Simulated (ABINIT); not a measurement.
# CdF2 (Fm-3m): one start, several treatments of the self-energy, part 2 of 2

Wanted: the gap of CdF2 (Fm-3m) under several approximations, with cost.

ABINIT 10.8.3; PBE and many-body steps on it, plane waves. Known limits of the many-body steps: not at the basis limit; d shell near the gap, gap tends to lie low; no spin-orbit coupling; coarse k mesh.

So far. Step 5 (G0W0, Hybertsen-Louie plasmon pole): Against G0W0 in ABINIT (4×4×4 mesh, 133 bands, screening to 190.5 eV, Godby-Needs plasmon pole), the gap moves by +0.522 eV. Step 6 (G0W0, von der Linden-Horsch plasmon pole): Against G0W0 in ABINIT (4×4×4 mesh, 133 bands, screening to 190.5 eV, Godby-Needs plasmon pole), the gap moves by +0.013 eV.

### 7. G0W0, Engel-Farid plasmon pole

Level of this step: G0W0 on PBE, plane waves, norm-conserving pseudopotentials (ABINIT).

run.abi reads:

```
acell 3*1.0 Angstrom
rprim 
  0.000000000000 2.694000000000 2.694000000000
  2.694000000000 0.000000000000 2.694000000000
  2.694000000000 2.694000000000 -0.000000000000
ntypat 2
znucl 48 9
natom 3
typat 1 2 2
xred 
  0.000000000000 0.000000000000 0.000000000000
  0.250000000000 0.250000000000 0.250000000000
  0.750000000000 0.750000000000 0.750000000000
pp_dirpath "pseudos"
pseudos "Cd.upf, F.upf"
ecut 47
ngkpt 4 4 4
nshiftk 1
shiftk 0 0 0
kptopt 1
chksymbreak 0
istwfk *1
occopt 1
irdwfk 1
optdriver 4
nband 133
gwcalctyp 0
ecutsigx 47
symsigma 1
nkptgw 2
kptgw 
  -0.2500000000 0.5000000000 0.2500000000
  0.0000000000 0.0000000000 0.0000000000
bdgw 
  16 19
  15 21
ecuteps 7
irdscr 1
ppmodel 4
indata_prefix "in"
outdata_prefix "out"
tmpdata_prefix "tmp"
```

Command:

```console
$ OMP_NUM_THREADS=1 mpirun -n 8 abinit run.abi > log
```

Log:

```text
.Version 10.8.3 of ABINIT. v10.8.2 released Aug 2026.

 Symmetries : space group Fm -3 m (#225); Bravais cF (face-center cubic)
[... echo of the input left out ...]
== DATASET  1 ==================================================================
-   mpi_nproc: 8, omp_nthreads: 1 (-1 if OMP is not activated)

--- !DatasetInfo
iteration_state: {dtset: 1, }
dimensions: {natom: 3, nkpt: 8, mband: 133, nsppol: 1, nspinor: 1, nspden: 1, mpw: 4092, }
cutoff_energies: {ecut:  47.0, pawecutdg:  -1.0, }
[...]
Band     E0 <VxcDFT>   SigX SigC(E0)      Z dSigC/dE  Sig(E)    E-E0       E
[...]
20  15.876 -10.202  -4.669  -4.397   0.884  -0.132  -9.198   1.004  16.880
       21  15.876 -10.202  -4.669  -4.397   0.884  -0.132  -9.198   1.004  16.880

== END DATASET(S) ==============================================================
================================================================================

 -outvars: echo values of variables after computation  --------
           etotal      0.0000000000E+00
            nband         133
             nkpt           8
          spgroup         225
 [... the other variables as echoed above ...]

 Calculation completed.
```

Elapsed: 4.3 s, on 8 MPI ranks of AMD EPYC 9R45, shared host; peak memory 1.7 GiB; 33 s of CPU time.

This step gave:

```
G0W0 gap on the points computed              : 5.343 eV
starting gap on the mesh                     : 3.124 eV
k of the valence top                         : -0.25, 0.5, 0.25
k of the conduction bottom                   : 0, 0, 0
least direct G0W0 gap on the computed points : 6.098 eV
```

Against G0W0 in ABINIT (4×4×4 mesh, 133 bands, screening to 190.5 eV, Godby-Needs plasmon pole), the gap moves by +0.003 eV.

### 8. One-shot Hartree-Fock

This step: one-shot Hartree-Fock on PBE, plane waves, norm-conserving pseudopotentials.

run.abi, as its differences from that of step 7:

```diff
@@ -25,4 +25,4 @@
 optdriver 4
-nband 133
-gwcalctyp 0
+nband 21
+gwcalctyp 5
 ecutsigx 47
@@ -36,5 +36,4 @@
   15 21
-ecuteps 7
-irdscr 1
-ppmodel 4
+ixc_sigma 40
+fftgw 31
 indata_prefix "in"
```

Log:

```text
.Version 10.8.3 of ABINIT. v10.8.2 released Aug 2026.

 Symmetries : space group Fm -3 m (#225); Bravais cF (face-center cubic)
[... echo of the input left out ...]
== DATASET  1 ==================================================================
-   mpi_nproc: 8, omp_nthreads: 1 (-1 if OMP is not activated)

--- !DatasetInfo
iteration_state: {dtset: 1, }
dimensions: {natom: 3, nkpt: 8, mband: 21, nsppol: 1, nspinor: 1, nspden: 1, mpw: 4092, }
cutoff_energies: {ecut:  47.0, pawecutdg:  -1.0, }
[...]
Band     E0 <VxcDFT>   SigX SigC(E0)      Z dSigC/dE  Sig(E)    E-E0       E
[...]
20  15.876 -10.202  -4.669   0.000   1.000   0.000  -4.669   5.533  21.409
       21  15.876 -10.202  -4.669   0.000   1.000   0.000  -4.669   5.533  21.409

== END DATASET(S) ==============================================================
================================================================================

 -outvars: echo values of variables after computation  --------
           etotal      0.0000000000E+00
            nband          21
             nkpt           8
          spgroup         225
 [... the other variables as echoed above ...]

 Calculation completed.
```

Wall time 2.7 s (8 MPI ranks); peak memory 0.2 GiB; 19 s of CPU time.

Numbers from this step:

```
quasiparticle gap on the points computed              : 14.77 eV
starting gap on the mesh                              : 3.124 eV
k of the valence top                                  : -0.25, 0.5, 0.25
k of the conduction bottom                            : 0, 0, 0
least direct quasiparticle gap on the computed points : 15.41 eV
```

Against G0W0 in ABINIT (4×4×4 mesh, 133 bands, screening to 190.5 eV, Godby-Needs plasmon pole), the gap moves by +9.431 eV.

### 9. Screening, 4×4×4 mesh, 133 bands, screening to 190.5 eV

This step: RPA screening on PBE, plane waves, norm-conserving pseudopotentials.

run.abi, as its differences from that of step 8:

```diff
@@ -24,16 +24,14 @@
 irdwfk 1
-optdriver 4
-nband 21
-gwcalctyp 5
-ecutsigx 47
-symsigma 1
-nkptgw 2
-kptgw 
-  -0.2500000000 0.5000000000 0.2500000000
-  0.0000000000 0.0000000000 0.0000000000
-bdgw 
-  16 19
-  15 21
-ixc_sigma 40
-fftgw 31
+optdriver 3
+nband 133
+ecuteps 7
+inclvkb 2
+awtr 1
+symchi 1
+gwcalctyp 2
+nfreqre 16
+freqremax 40 eV
+nfreqim 8
+spmeth 1
+nomegasf 120
 indata_prefix "in"
```

Log:

```text
.Version 10.8.3 of ABINIT. v10.8.2 released Aug 2026.

 Symmetries : space group Fm -3 m (#225); Bravais cF (face-center cubic)
[... echo of the input left out ...]
== DATASET  1 ==================================================================
-   mpi_nproc: 8, omp_nthreads: 1 (-1 if OMP is not activated)

--- !DatasetInfo
iteration_state: {dtset: 1, }
dimensions: {natom: 3, nkpt: 8, mband: 133, nsppol: 1, nspinor: 1, nspden: 1, mpw: 4092, }
cutoff_energies: {ecut:  47.0, pawecutdg:  -1.0, }
electrons: {nelect:   3.40000000E+01, charge:   0.00000000E+00, occopt:   1.00000000E+00, tsmear:   1.00000000E-02, }

 SCREENING: Calculation of the susceptibility and dielectric matrices

 Based on a program developped by R.W. Godby, V. Olevano, G. Onida, and L. Reining.
 Incorporated in ABINIT by V. Olevano, G.-M. Rignanese, and M. Torrent.
.Using double precision arithmetic ; gwpc =  8

[... cell and pseudopotentials left out ...]
--------------------------------------------------------------------------------

 ==== K-mesh for the wavefunctions ====
 Number of points in the irreducible wedge :     8
[... list of points left out ...]
 Together with 48 symmetry operations and time-reversal symmetry
 yields    64 points in the full Brillouin Zone.

 ==== Q-mesh for the screening function ====
 Number of points in the irreducible wedge :     8
[... list of points left out ...]
 Together with 48 symmetry operations and time-reversal symmetry
 yields    64 points in the full Brillouin Zone.

 setmesh: FFT mesh size selected  =    32x   32x   32
          total number of points  =        32768

 vcoul_init : cutoff-mode = AUXILIARY_FUNCTION
 q-points for optical limit:   1
     1)      0.000010    0.000020    0.000030

- screening: taking advantage of time-reversal symmetry
- Maximum band index for partially occupied states nbvw = 17
- Remaining bands to be divided among processors   nbcw = 116
- Number of bands treated by each node ~14

 Number of electrons calculated from density =   34.0000; Expected =   34.0000
 average of density, n =  0.128843
 r_s =    1.2282
 omega_plasma =   34.6246 [eV]

 calculating chi0 at frequencies [eV] :
  1    0.000000E+00    0.000000E+00
  2    2.666667E+00    0.000000E+00
  3    5.333333E+00    0.000000E+00
[...]
23    0.000000E+00    8.818295E+01
 24    0.000000E+00    1.241626E+02

--------------------------------------------------------------------------------
  q-point number  1        q = ( 0.000000, 0.000000, 0.000000) [r.l.u.]
--------------------------------------------------------------------------------
[... chi0 elements left out ...]
  [... further frequencies ...]

 No. of calculated frequencies >  15, stop printing
 For q-point:  0.000010 0.000020 0.000030
  dielectric constant =   2.7730
  dielectric constant without local fields =   2.9438

  Average fulfillment of the sum rule on Im[epsilon] for q-point    1 :     67.12  [%]
[... wings left out ...]
  q-point number  2        q = ( 0.250000, 0.000000, 0.000000) [r.l.u.]
--------------------------------------------------------------------------------
[... chi0 elements left out ...]
  [... further frequencies ...]

 No. of calculated frequencies >  15, stop printing
  Average fulfillment of the sum rule on Im[epsilon] for q-point    2 :     79.25  [%]

 [... 6 further q-points ...]
```

Run time: 33 s. Hardware: 8 MPI ranks; peak memory 2.7 GiB; 4.4 min of CPU time.

Numbers from this step:

* ε∞ with local fields, on this mesh, along the program's q direction: 2.773
* the same without local fields: 2.944
* plasma frequency: 34.62 eV
* plane waves in the screening matrix: 259

### 10. G0W0, contour deformation

This step: G0W0 on PBE, plane waves, norm-conserving pseudopotentials.

run.abi, as its differences from that of step 9:

```diff
@@ -24,14 +24,16 @@
 irdwfk 1
-optdriver 3
+optdriver 4
 nband 133
+gwcalctyp 2
+ecutsigx 47
+symsigma 1
+nkptgw 2
+kptgw 
+  -0.2500000000 0.5000000000 0.2500000000
+  0.0000000000 0.0000000000 0.0000000000
+bdgw 
+  16 19
+  15 21
 ecuteps 7
-inclvkb 2
-awtr 1
-symchi 1
-gwcalctyp 2
-nfreqre 16
-freqremax 40 eV
-nfreqim 8
-spmeth 1
-nomegasf 120
+irdscr 1
 indata_prefix "in"
```

Log:

```text
.Version 10.8.3 of ABINIT. v10.8.2 released Aug 2026.

 Symmetries : space group Fm -3 m (#225); Bravais cF (face-center cubic)
[... echo of the input left out ...]
== DATASET  1 ==================================================================
-   mpi_nproc: 8, omp_nthreads: 1 (-1 if OMP is not activated)

--- !DatasetInfo
iteration_state: {dtset: 1, }
dimensions: {natom: 3, nkpt: 8, mband: 133, nsppol: 1, nspinor: 1, nspden: 1, mpw: 4092, }
cutoff_energies: {ecut:  47.0, pawecutdg:  -1.0, }
[...]
Band     E0 <VxcDFT>   SigX SigC(E0)      Z dSigC/dE  Sig(E)    E-E0       E
[...]
21  15.876 -10.202  -4.669  -4.291   0.838  -0.194  -9.162   1.040  16.916
       21   0.000   0.000   0.000  -0.019   0.000   0.000  -0.016  -0.016  -0.016

== END DATASET(S) ==============================================================
================================================================================

 -outvars: echo values of variables after computation  --------
           etotal      0.0000000000E+00
            nband         133
             nkpt           8
          spgroup         225
 [... the other variables as echoed above ...]

 Calculation completed.
```

Run time: 5 s. Hardware: 8 MPI ranks; peak memory 2 GiB.

This step gave:

```
G0W0 gap on the points computed              : 5.313 eV
starting gap on the mesh                     : 3.124 eV
k of the valence top                         : -0.25, 0.5, 0.25
k of the conduction bottom                   : 0, 0, 0
least direct G0W0 gap on the computed points : 6.052 eV
```

Against G0W0 in ABINIT (4×4×4 mesh, 133 bands, screening to 190.5 eV, Godby-Needs plasmon pole), the gap moves by −0.027 eV.

### 11. Screening, 4×4×4 mesh, 133 bands, screening to 190.5 eV

This step: RPA screening on PBE, plane waves, norm-conserving pseudopotentials.

run.abi, as its differences from that of step 10:

```diff
@@ -24,16 +24,11 @@
 irdwfk 1
-optdriver 4
+optdriver 3
 nband 133
-gwcalctyp 2
-ecutsigx 47
-symsigma 1
-nkptgw 2
-kptgw 
-  -0.2500000000 0.5000000000 0.2500000000
-  0.0000000000 0.0000000000 0.0000000000
-bdgw 
-  16 19
-  15 21
 ecuteps 7
-irdscr 1
+inclvkb 2
+awtr 1
+symchi 1
+gwcalctyp 1
+nfreqre 0
+nfreqim 16
 indata_prefix "in"
```

Log:

```text
.Version 10.8.3 of ABINIT. v10.8.2 released Aug 2026.

 Symmetries : space group Fm -3 m (#225); Bravais cF (face-center cubic)
[... echo of the input left out ...]
== DATASET  1 ==================================================================
-   mpi_nproc: 8, omp_nthreads: 1 (-1 if OMP is not activated)

--- !DatasetInfo
iteration_state: {dtset: 1, }
dimensions: {natom: 3, nkpt: 8, mband: 133, nsppol: 1, nspinor: 1, nspden: 1, mpw: 4092, }
cutoff_energies: {ecut:  47.0, pawecutdg:  -1.0, }
[...]
No. of calculated frequencies >  15, stop printing
 For q-point:  0.000010 0.000020 0.000030
  dielectric constant =   2.7482
  dielectric constant without local fields =   2.9178

  Average fulfillment of the sum rule on Im[epsilon] for q-point    1 :     67.12  [%]
[... wings left out ...]
  q-point number  2        q = ( 0.250000, 0.000000, 0.000000) [r.l.u.]
--------------------------------------------------------------------------------
[... chi0 elements left out ...]
  [... further frequencies ...]

 No. of calculated frequencies >  15, stop printing
  Average fulfillment of the sum rule on Im[epsilon] for q-point    2 :     79.24  [%]

 [... 6 further q-points ...]
```

It took 46 s on 8 MPI ranks; peak memory 2.1 GiB; 6 min of CPU time.

This step gave:

```yaml
eps_infinity_with_local_fields_on_this_mesh_along_the_program_s_q_direction: 2.748
the_same_without_local_fields: 2.918
plasma_frequency: 34.62 eV
plane_waves_in_the_screening_matrix: 259
```

### 12. G0W0, analytic continuation

This step: G0W0 on PBE, plane waves, norm-conserving pseudopotentials.

run.abi, as its differences from that of step 11:

```diff
@@ -24,11 +24,18 @@
 irdwfk 1
-optdriver 3
+optdriver 4
 nband 133
+gwcalctyp 1
+ecutsigx 47
+symsigma 1
+nkptgw 2
+kptgw 
+  -0.2500000000 0.5000000000 0.2500000000
+  0.0000000000 0.0000000000 0.0000000000
+bdgw 
+  16 19
+  15 21
 ecuteps 7
-inclvkb 2
-awtr 1
-symchi 1
-gwcalctyp 1
-nfreqre 0
-nfreqim 16
+irdscr 1
+nomegasi 12
+omegasimax 25 eV
 indata_prefix "in"
```

Log:

```text
.Version 10.8.3 of ABINIT. v10.8.2 released Aug 2026.

 Symmetries : space group Fm -3 m (#225); Bravais cF (face-center cubic)
[... echo of the input left out ...]
== DATASET  1 ==================================================================
-   mpi_nproc: 8, omp_nthreads: 1 (-1 if OMP is not activated)

--- !DatasetInfo
iteration_state: {dtset: 1, }
dimensions: {natom: 3, nkpt: 8, mband: 133, nsppol: 1, nspinor: 1, nspden: 1, mpw: 4092, }
cutoff_energies: {ecut:  47.0, pawecutdg:  -1.0, }
[...]
Band     E0 <VxcDFT>   SigX SigC(E0)      Z dSigC/dE  Sig(E)    E-E0       E
[...]
21  11.179 -10.202  -4.669  -4.132   0.881  -0.134  -8.979   1.224  12.402
       21   0.000   0.000   0.000  -0.152  -0.029  -0.037  -0.177  -0.177  -0.177

== END DATASET(S) ==============================================================
================================================================================

 -outvars: echo values of variables after computation  --------
           etotal      0.0000000000E+00
            nband         133
             nkpt           8
          spgroup         225
 [... the other variables as echoed above ...]

 Calculation completed.
```

Wall time 6.3 s (8 MPI ranks); peak memory 1.9 GiB.

Numbers from this step:

```
G0W0 gap on the points computed              : 5.299 eV
starting gap on the mesh                     : 3.124 eV
k of the valence top                         : -0.25, 0.5, 0.25
k of the conduction bottom                   : 0, 0, 0
least direct G0W0 gap on the computed points : 6.031 eV
```

Against G0W0 in ABINIT (4×4×4 mesh, 133 bands, screening to 190.5 eV, Godby-Needs plasmon pole), the gap moves by −0.041 eV.

### 13. Side by side

Times are wall times on 8 MPI ranks of AMD EPYC 9R45, shared host, good to a factor of about two. A run's time includes the screening step that it read.

```tsv
run	mesh	bands	screening cutoff (eV)	DFT gap (eV)	gap on the mesh (eV)	direct (eV)	ε∞ used	time
G0W0, Godby-Needs plasmon pole	4×4×4	133	190.5	3.124	5.340	6.101	2.75	22 s
G0W0, Hybertsen-Louie plasmon pole	4×4×4	133	190.5	3.124	5.862	6.397	2.75	22 s
G0W0, von der Linden-Horsch plasmon pole	4×4×4	133	190.5	3.124	5.353	6.130	2.75	19 s
G0W0, Engel-Farid plasmon pole	4×4×4	133	190.5	3.124	5.343	6.098	2.75	19 s
one-shot Hartree-Fock	4×4×4	-	-	3.124	14.771	15.414	-	2.7 s
G0W0, contour deformation	4×4×4	133	190.5	3.124	5.313	6.052	2.77	38 s
G0W0, analytic continuation	4×4×4	133	190.5	3.124	5.299	6.031	2.75	52 s
```

### 14. What came out

* G0W0, Godby-Needs plasmon pole: 5.340 eV
* G0W0, Hybertsen-Louie plasmon pole: 5.862 eV
* G0W0, von der Linden-Horsch plasmon pole: 5.353 eV
* G0W0, Engel-Farid plasmon pole: 5.343 eV
* one-shot Hartree-Fock: 14.771 eV
* G0W0, contour deformation: 5.313 eV
* G0W0, analytic continuation: 5.299 eV
* known limits: not at the basis limit; d shell near the gap, gap tends to lie low; no spin-orbit coupling; coarse k mesh

What this shows: G0W0, Hybertsen-Louie plasmon pole: +0.522 eV against G0W0, Godby-Needs plasmon pole. G0W0, von der Linden-Horsch plasmon pole: +0.013 eV against G0W0, Godby-Needs plasmon pole. G0W0, Engel-Farid plasmon pole: +0.003 eV against G0W0, Godby-Needs plasmon pole. One-shot Hartree-Fock: +9.431 eV against G0W0, Godby-Needs plasmon pole. G0W0, contour deformation: −0.027 eV against G0W0, Godby-Needs plasmon pole. G0W0, analytic continuation: −0.041 eV against G0W0, Godby-Needs plasmon pole. Bare exchange alone opens the gap to 14.77 eV; against G0W0, correlation takes back 9.43 eV. Bands and cutoff are finite, so the gap is not at the basis limit. The miss can reach some tenths of an eV and take either sign; the mesh is an error of its own. In the G0W0 runs levels were corrected at 2 k points alone, so a gap called «on the mesh» is the least over those, and an edge elsewhere would be missed. The 4×4×4 mesh is coarse for this cell, which bears on the long-range parts of exchange and screening. A d shell, filled or nearly so, lies near the gap. One-shot GW converges very slowly in bands there, not always from below, and on a semilocal start the gap tends to come out low; starts rich in exact exchange can overshoot instead. The many-body steps are scalar-relativistic: spin-orbit coupling is not in them.

[Paths, hosts, dates, memory and timing lines, banners, echoed tables and standing remarks are left out of the program output.]

[Logs are printed without paths, hosts, clocks, repeated set-up lines and the standing remarks that a program may print on its own settings, such as how far it seeks lower states.]

[Runs of the session that timed out or met a known fault of the program may be left out.]

[Hosts, paths, dates, database ids (printed as entryN), source tags and the programs' standing remarks are cut or masked in the printed files.]

[G0W0 gaps are taken among the corrected bands and points alone; a level outside them can change the order at an edge.]

[Where Ansatz stands beside ABINIT at settings called matched, ABINIT's density can come from a denser mesh and the files from another edition; pairs whose starting gaps differed by over 0.03 eV were left out, so agreement reads better than it is.]
